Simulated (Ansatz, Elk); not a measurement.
# Sn2As3Ru2: X-ray structure factors from the self-consistent density

The structure of Sn2As3Ru2 used here is made up (a known structure type with other elements) and was relaxed beforehand with r2SCAN. The aim is the Fourier transform of its all-electron density, F(hkl), set beside the sum over free spherical atoms that refinements use.

Calculated with Elk 11.2.3 (patched build); DFT, PBE, all-electron APW+lo, Dirac cores, scalar-relativistic bands, static density, no spin.

The structure was built from a prototype and need not be the compound's stable phase.

**1. The structure**

It takes space group R-3m (No. 166, trigonal). Conventional cell: a = 3.801 Å, b = 3.801 Å, c = 33.605 Å, α = 90.00°, β = 90.00°, γ = 120.00°. Sn has 3 As at 2.96 Å and 3 Sn at 3.14 Å nearest. Ru has 6 As at 2.42 to 2.65 Å nearest. Nearest to As lie 3 Ru at 2.65 Å and 3 Sn at 2.96 Å. As has 6 Ru at 2.42 Å nearest. Farther neighbours are not listed.

**2. Ground state and structure factors**

An all-electron density is needed, since X-rays see the cores too. Task 0 finds the density and task 195 Fourier-transforms it; tshift is off so that phases refer to the origin typed.

File elk.in:

```
tasks
  0
  195

xctype
  20

spinpol
  .false.

rgkmax
  7.0

gmaxvr
  14.0

lmaxo
  7

lmaxapw
  8

swidth
  0.002

tshift
  .false.

ramdisk
  .false.

hmaxvr
  5.5

maxscl
  120

epspot
  1e-06

sppath
  './'

avec
  3.59131993026 2.07344952848 21.16799695522
  -3.59131993026 2.07344952848 21.16799695522
  0.00000000000 -4.14689905696 21.16799695522

atoms
  3
  'Sn.in'
  2
  0.1332843526 0.1332843526 0.1332843526   0.000000 0.000000 0.000000
  0.8667156474 0.8667156474 0.8667156474   0.000000 0.000000 0.000000
  'Ru.in'
  2
  0.3033238448 0.3033238448 0.3033238448   0.000000 0.000000 0.000000
  0.6966761552 0.6966761552 0.6966761552   0.000000 0.000000 0.000000
  'As.in'
  3
  0.4075126514 0.4075126514 0.4075126514   0.000000 0.000000 0.000000
  0.5924873486 0.5924873486 0.5924873486   0.000000 0.000000 0.000000
  -0.0000000000 -0.0000000000 -0.0000000000   0.000000 0.000000 0.000000

ngridk
  7 7 7
```

On the command line:

```sh
$ OMP_NUM_THREADS=4 elk
```

Numbers of over 12 decimals in the logs are rounded to 6 here.

The program printed:

```text
┌─────────────────────────┐
│ Elk code version 11.2.3 │
└─────────────────────────┘

All units are atomic (Hartree, Bohr, etc.)

┌─────────────────────────────────────────────────┐
│ Ground-state run starting from atomic densities │
└─────────────────────────────────────────────────┘

Lattice vectors :
   3.591319930       2.073449528       21.16799696
  -3.591319930       2.073449528       21.16799696
   0.000000000      -4.146899057       21.16799696

Reciprocal lattice vectors :
  0.8747738198      0.5050509004      0.9894158181E-01
 -0.8747738198      0.5050509004      0.9894158181E-01
  0.1231270670E-16  -1.010101801      0.9894158181E-01

Unit cell volume      :    945.7548536
Brillouin zone volume :   0.2622774945

Muffin-tin inner radius fraction :   0.1000000000E-01

Nuclei treated as point charges

Species : 1 (Sn)
 parameters loaded from : Sn.in
 name : tin
 nuclear charge    :   -50.00000000
 electronic charge :    50.00000000
 atomic mass :    216395.0922
 muffin-tin radius :    2.600000000
 number of radial points in muffin-tin :   1193
 inner part over the whole radius :   0.9914297220E-02
 number on inner part of muffin-tin    :    850
 approximate nuclear radius :   0.8828114845E-04
 number of mesh points to nuclear radius :    428
 atomic positions (lattice), magnetic fields (Cartesian) :
  1 :   0.13328435  0.13328435  0.13328435    0.00000000  0.00000000  0.00000000
  2 :  -0.13328435 -0.13328435 -0.13328435    0.00000000  0.00000000  0.00000000

Species : 2 (Ru)
 parameters loaded from : Ru.in
 name : ruthenium
 nuclear charge    :   -44.00000000
 electronic charge :    44.00000000
 atomic mass :    184239.3393
 muffin-tin radius :    2.347191882
 number of radial points in muffin-tin :   1193
 inner part over the whole radius :   0.9992837510E-02
 number on inner part of muffin-tin    :    847
 approximate nuclear radius :   0.8462081736E-04
 number of mesh points to nuclear radius :    424
 atomic positions (lattice), magnetic fields (Cartesian) :
  1 :   0.30332384  0.30332384  0.30332384    0.00000000  0.00000000  0.00000000
  2 :  -0.30332384 -0.30332384 -0.30332384    0.00000000  0.00000000  0.00000000

Species : 3 (As)
 parameters loaded from : As.in
 name : arsenic
 nuclear charge    :   -33.00000000
 electronic charge :    33.00000000
 atomic mass :    136573.7220
 muffin-tin radius :    2.166638660
 number of radial points in muffin-tin :    993
 inner part over the whole radius :   0.9846918519E-02
 number on inner part of muffin-tin    :    700
 approximate nuclear radius :   0.7712558785E-04
 number of mesh points to nuclear radius :    343
 atomic positions (lattice), magnetic fields (Cartesian) :
  1 :   0.40751265  0.40751265  0.40751265    0.00000000  0.00000000  0.00000000
  2 :  -0.40751265 -0.40751265 -0.40751265    0.00000000  0.00000000  0.00000000
  3 :   0.00000000  0.00000000  0.00000000    0.00000000  0.00000000  0.00000000

Total number of atoms per unit cell :    7
Total muffin-tin volume :    383.3895784
 ratio of muffin-tin to unit cell volume :   0.4053794457

Spin treatment :
 spin-unpolarised

Number of Bravais lattice symmetries :   12
Number of crystal symmetries         :   12
Crystal has inversion symmetry
Real symmetric eigensolver will be used

k-point grid :      7     7     7
k-point offset :    0.000000000       0.000000000       0.000000000
k-point set is reduced with full crystal symmetry group
Total number of k-points :       44

Muffin-tin radius times maximum |G+k| :    7.000000000
 using average radius
Maximum |G+k| for APW functions       :    2.988843730
Maximum (1/2)|G+k|²                   :    4.466593421
Maximum |G| for potential and density :    14.00000000
Constant for pseudocharge density :    9
 order of it for each species :   16  16  16
 order of it for pair densities of each species (exact exchange by exxq0 0: 17) :   12  10   8
Radial integration step length :    1

G-vector grid sizes :     98    98    98
Number of G-vectors :    43685

[...]
exchange                    :     -834.71299420072
 correlation                 :     -14.988171954863
 electron entropic           :    -0.12701797789088E-02
 total energy                :     -28207.774778663

Density of states at Fermi energy :    98.97134747
 (states/Hartree/unit cell)

Estimated indirect band gap :   0.2111335301E-03
 from k-point 42 to k-point 18
Estimated direct band gap   :   0.2550547442E-02
 at k-point 11

Charges :
 core                        :    170.0000000
 valence                     :    117.0000000
 interstitial                :    14.26943400
 muffin-tins (core leakage)
  species : 1 (Sn)
[...]
species : 2 (Ru)
[...]
species : 3 (As)
[...]
total in muffin-tins        :    272.7305660
 total calculated charge     :    286.9965713
 total charge                :    287.0000000
 error                       :   0.3428686643E-02

RMS change in Kohn-Sham potential (target) :   0.1813537390     (  0.1000000000E-05)
Absolute change in total energy (target)   :   0.1595149763     (  0.1000000000E-03)

[... loops 3 to 17 left out ...]

┌──────────────────┐
│ Loop number : 18 │
└──────────────────┘

Energies :
 Fermi                       :     0.305376
 sum of occupied eigenvalues :     -16770.210611848
 electron kinetic            :      29376.114397424
 core electron kinetic       :      28095.298627549
 Coulomb                     :     -56731.033170284
 Coulomb potential           :     -45038.039063391
 nuclear-nuclear             :     -3097.4594994205
 electron-nuclear            :     -62305.046877209
 Hartree                     :      8671.4732063455
 Madelung                    :     -34212.013638589
 xc potential                :     -1108.2859458810
 exchange                    :     -835.20264985855
 correlation                 :     -14.983285156711
 electron entropic           :    -0.10044425136183E-02
 total energy                :     -28205.105712318

Density of states at Fermi energy :    76.49393313
 (states/Hartree/unit cell)

Estimated indirect band gap :   0.5757123056E-03
 from k-point 28 to k-point 11
Estimated direct band gap   :   0.2360186108E-02
 at k-point 28

Charges :
 core                        :    170.0000000
 valence                     :    117.0000000
 interstitial                :    13.82790939
 muffin-tins (core leakage)
  species : 1 (Sn)
[...]
species : 2 (Ru)
[...]
species : 3 (As)
[...]
total in muffin-tins        :    273.1720906
 total calculated charge     :    286.9967301
 total charge                :    287.0000000
 error                       :   0.3269933297E-02

RMS change in Kohn-Sham potential (target) :   0.1686940597E-06 (  0.1000000000E-05)
Absolute change in total energy (target)   :   0.4210303814E-04 (  0.1000000000E-03)

Convergence targets achieved

┌──────────────────┐
│ Loop number : 19 │
└──────────────────┘

Energies :
 Fermi                       :     0.305376
 sum of occupied eigenvalues :     -16770.210595131
 electron kinetic            :      29376.114408482
 core electron kinetic       :      28095.298635997
 Coulomb                     :     -56731.033173663
 Coulomb potential           :     -45038.039053295
 nuclear-nuclear             :     -3097.4594994205
 electron-nuclear            :     -62305.046893742
 Hartree                     :      8671.4732194991
 Madelung                    :     -34212.013647015
 xc potential                :     -1108.2859503175
 exchange                    :     -835.20265000900
 correlation                 :     -14.983285155441
 electron entropic           :    -0.10044424487727E-02
 total energy                :     -28205.105704788

Density of states at Fermi energy :    76.49392882
 (states/Hartree/unit cell)

Estimated indirect band gap :   0.5757129569E-03
 from k-point 28 to k-point 11
Estimated direct band gap   :   0.2360173772E-02
 at k-point 28

Charges :
 core                        :    170.0000000
 valence                     :    117.0000000
 interstitial                :    13.82790910
 muffin-tins (core leakage)
  species : 1 (Sn)
[...]
species : 2 (Ru)
[...]
species : 3 (As)
   atom 1                    :    30.75031953     (  0.5837831940E-03)
   atom 2                    :    30.75031953     (  0.5837831940E-03)
   atom 3                    :    31.01116372     (  0.5989134777E-03)
 total in muffin-tins        :    273.1720909
 total calculated charge     :    286.9967301
 total charge                :    287.0000000
 error                       :   0.3269933355E-02

┌──────────────────────────────┐
│ Self-consistent loop stopped │
└──────────────────────────────┘

Warning : core states of species 3 leak from the muffin-tin :   0.5989134777E-03

Wrote STATE.OUT
```

It took 1.7 min on 4 threads of Intel Xeon 6975P-C (Granite Rapids), shared host; peak memory 0.57 GiB; 4.9 min of CPU time.

SFACRHO.OUT:

```text

h k l indices transformed by vhmat matrix:
   1.000000000       0.000000000       0.000000000    
   0.000000000       1.000000000       0.000000000    
   0.000000000       0.000000000       1.000000000    

      h      k      l  multipl.   |H|            Re(F)            Im(F)           |F|

      0      0      0      1   0.0000000       287.00000      0.28014126E-15   287.00000    
     -1     -1     -1      2  0.29682475       37.210669     -0.81944475E-13   37.210669    
     -2     -2     -2      2  0.59364949       36.794199     -0.13934548E-12   36.794199    
     -3     -3     -3      2  0.89047424       18.105058      0.33974266E-14   18.105058    
      0     -1      0      6   1.0149360       13.918292      0.23022394E-13   13.918292    
      0      1      1      6   1.0293024      -17.429287     -0.32804354E-13   17.429287    
     -1     -1     -2      6   1.0848671      -76.424755     -0.98378770E-13   76.424755    
     -2     -1     -2      6   1.1247407      -34.291611      0.71430262E-13   34.291611    
     -4     -4     -4      2   1.1872990      -44.439860      0.18386170E-12   44.439860    
     -2     -2     -3      6   1.2247400       185.71936      0.65696109E-13   185.71936    
     -2     -3     -3      6   1.2832886       34.197845      0.23633606E-12   34.197845    
     -3     -4     -3      6   1.4139481       99.075266     -0.10656249E-12   99.075266    
     -5     -5     -5      2   1.4841237       77.551262      0.45290811E-12   77.551262    
      4      4      3      6   1.4848661      -135.78661      0.16853669E-12   135.78661    
      4      4      5      6   1.6354573       62.555126      0.13777488E-12   62.555126    
     -5     -4     -5      6   1.7143615       61.221341      0.85381519E-13   61.221341    
     -1      0      1      6   1.7495476       207.97419      0.95008812E-15   207.97419    
     -1      0     -2     12   1.7745484       25.653743     -0.68901597E-13   25.653743
```

Elk indexes on the primitive cell of elk.in and gives |H| = 4π sin θ/λ in inverse bohr. Below, one row stands for each form hkl of the conventional cell (m members, Friedel mates merged), F is for one primitive cell and the density is static (no thermal factor). Free-atom factors are Waasmaier and Kirfel's, and R is Σm||F|−|F'||/Σm|F|.

```csv
hkl,m,sin θ/λ (Å⁻¹),"abs F, DFT",neutral atoms,diff.
003,2,0.045,37.211,37.104,+0.107
006,2,0.089,36.794,36.759,+0.035
009,2,0.134,18.105,18.122,-0.017
101,6,0.153,13.918,13.967,-0.048
012,6,0.155,17.429,17.598,-0.168
104,6,0.163,76.425,76.392,+0.032
015,6,0.169,34.292,34.650,-0.358
0 0 12,2,0.178,44.440,44.923,-0.483
107,6,0.184,185.719,185.850,-0.131
018,6,0.193,34.198,34.062,+0.136
1 0 10,6,0.213,99.075,99.494,-0.419
0 0 15,2,0.223,77.551,77.486,+0.066
0 1 11,6,0.223,135.787,136.167,-0.380
1 0 13,6,0.246,62.555,62.912,-0.357
0 1 14,6,0.258,61.221,61.426,-0.205
110,6,0.263,207.974,208.678,-0.704
113,12,0.267,25.654,26.079,-0.425
0 0 18,2,0.268,119.671,120.171,-0.500
```

**3. The highest occupied states alone**

An energy window below the Fermi level keeps the highest occupied states, to see at which angles they scatter; shallow core shells can lie inside it and anion s states outside. No new self-consistency is needed.

Edit elk.in of step 2 so:

```diff
@@ -1,3 +1,2 @@
 tasks
-  0
   195
@@ -40,2 +39,5 @@
 
+wsfac
+  -0.135620 0.605380
+
 sppath
```

On the command line:

```sh
$ OMP_NUM_THREADS=4 elk
```

The program printed:

```text
┌─────────────────────────────────┐
│ Elk code version 11.2.3 started │
└─────────────────────────────────┘

Info(readinput): the functional depends on the density's gradient
 muffin-tin radial points multiplied by    2.00000
 (not where nrmtscf is given)

┌────────────────────┐
│ Current task : 195 │
└────────────────────┘
Info(checkmt): changed muffin-tin radius of species 2 (Ru) from   2.6000 to   2.3472
Info(checkmt): changed muffin-tin radius of species 3 (As) from   2.4000 to   2.1666

Info(sfacrho): density structure factors written to SFACRHO.OUT

 Energy window :  -0.1356200000      0.6053800000

┌──────────────────┐
│ Elk code stopped │
└──────────────────┘
```

Run time: 14 s. Hardware: 4 threads; peak memory 0.34 GiB.

States within 12 eV below the Fermi level hold 36.85 electrons; any levels below the window count with the cores, and a count that is not whole means the window cuts a band. Their amplitudes can exceed the total, where window and core parts have opposite phase:

```csv
hkl,sin θ/λ (Å⁻¹),"abs F, window","abs F, all"
003,0.045,11.491,37.211
006,0.089,2.552,36.794
009,0.134,1.203,18.105
101,0.153,3.380,13.918
012,0.155,3.954,17.429
104,0.163,0.663,76.425
015,0.169,3.961,34.292
0 0 12,0.178,2.031,44.440
107,0.184,7.033,185.719
018,0.193,4.234,34.198
```

**4. Another functional**

The difference from free atoms is small, so it is set against the change that LDA (Perdew-Wang) makes.

Edit elk.in of step 3 so:

```diff
@@ -1,2 +1,3 @@
 tasks
+  0
   195
@@ -4,3 +5,3 @@
 xctype
-  20
+  3
 
@@ -39,5 +40,2 @@
 
-wsfac
-  -0.135620 0.605380
-
 sppath
```

On the command line:

```sh
$ OMP_NUM_THREADS=4 elk
```

The program printed:

```text
┌─────────────────────────┐
│ Elk code version 11.2.3 │
└─────────────────────────┘

All units are atomic (Hartree, Bohr, etc.)

┌─────────────────────────────────────────────────┐
│ Ground-state run starting from atomic densities │
└─────────────────────────────────────────────────┘

Lattice vectors :
   3.591319930       2.073449528       21.16799696
  -3.591319930       2.073449528       21.16799696
   0.000000000      -4.146899057       21.16799696

Reciprocal lattice vectors :
  0.8747738198      0.5050509004      0.9894158181E-01
[...]
species : 2 (Ru)
[...]
species : 3 (As)
[...]
atom 2                    :    30.76692450     (  0.5948172788E-03)
   atom 3                    :    31.03393822     (  0.6110416409E-03)
 total in muffin-tins        :    273.2743896
 total calculated charge     :    286.9967191
 total charge                :    287.0000000
 error                       :   0.3280890773E-02

┌──────────────────────────────┐
│ Self-consistent loop stopped │
└──────────────────────────────┘

Warning : core states of species 3 leak from the muffin-tin :   0.6110416409E-03

Wrote STATE.OUT
[key lines of the parts left out:]
total energy                :     -28176.552492258
```

Elapsed: 63 s, on 4 threads; peak memory 0.47 GiB; 3 min of CPU time.

Against the first run R = 0.05 %; the largest change is -0.065 at 0 2 22.

**5. Basis size**

The basis and the expansions that go with it are enlarged, to see whether the differences are converged.

Edit elk.in of step 4 so:

```diff
@@ -5,3 +5,3 @@
 xctype
-  3
+  20
 
@@ -11,12 +11,12 @@
 rgkmax
-  7.0
+  8.5
 
 gmaxvr
-  14.0
+  18.0
 
 lmaxo
-  7
+  9
 
 lmaxapw
-  8
+  10
```

On the command line:

```sh
$ OMP_NUM_THREADS=4 elk
```

The program printed:

```text
┌─────────────────────────┐
│ Elk code version 11.2.3 │
└─────────────────────────┘

All units are atomic (Hartree, Bohr, etc.)

┌─────────────────────────────────────────────────┐
│ Ground-state run starting from atomic densities │
└─────────────────────────────────────────────────┘

Lattice vectors :
   3.591319930       2.073449528       21.16799696
  -3.591319930       2.073449528       21.16799696
   0.000000000      -4.146899057       21.16799696

Reciprocal lattice vectors :
  0.8747738198      0.5050509004      0.9894158181E-01
[...]
species : 2 (Ru)
[...]
species : 3 (As)
[...]
atom 2                    :    30.75691871     (  0.5826443053E-03)
   atom 3                    :    31.01779083     (  0.5977715321E-03)
 total in muffin-tins        :    273.2415013
 total calculated charge     :    286.9980366
 total charge                :    287.0000000
 error                       :   0.1963370791E-02

┌──────────────────────────────┐
│ Self-consistent loop stopped │
└──────────────────────────────┘

Warning : core states of species 3 leak from the muffin-tin :   0.5977715321E-03

Wrote STATE.OUT
[key lines of the parts left out:]
total energy                :     -28205.163402147
```

It took 3.6 min on 4 threads; peak memory 1.1 GiB; 10 min of CPU time.

Against the first run R = 0.01 %; the largest change is -0.032 at 0 0 30.

**6. Settings against the effect**

```csv
run,R against the first run (%),"R against neutral atoms, low angle (%)",wall time
"PBE, rgkmax 7",0.00,0.36,1.7 min
LDA (Perdew-Wang),0.05,0.37,63 s
rgkmax 8.5 with larger expansions,0.01,0.35,3.6 min
```

**7. Summary of results**

```yaml
r_against_neutral_atoms_sin_theta_lambda_0p3_a_minus1: 0.36 %
r_against_neutral_atoms_0p3_to_0p63_a_minus1: 0.22 %
```

What this shows: Independent neutral atoms miss the calculated amplitudes by R = 0.36 % below 0.3 Å⁻¹ and 0.22 % from there to 0.63 Å⁻¹; by shells, 0.17 % below 0.15 Å⁻¹ (3 forms), 0.37 % 0.15 to 0.3 (19 forms), 0.23 % 0.3 to 0.45 (40 forms), 0.21 % above 0.45 (87 forms). Bonding, aspherical density and the tables' own atoms all enter these figures, and the runs don't part them. The largest change of an amplitude is -0.70 electrons, at 110. The window's part falls from 36.9 electrons at the origin to at most 0.51 between 0.45 and 0.63 Å⁻¹. Below 0.3 Å⁻¹ the changes that finished (LDA (Perdew-Wang) and rgkmax 8.5 with larger expansions) move F by R = 0.03 % at most, against the 0.36 % that separates it from free atoms. The k-mesh has no finished test. These runs have no spin, though d or f shells may be open. Part of the difference isn't bonding: the tables are fits to free atoms and ions calculated by other methods than this functional. Thermal motion, anomalous dispersion and extinction are left out.

[Logs are printed without paths, hosts, clocks, repeated set-up lines and the standing remarks that a program may print on its own settings, such as how far it seeks lower states.]

[Hosts, paths, dates, database ids (printed as entryN), source tags and the programs' standing remarks are cut or masked in the printed files.]
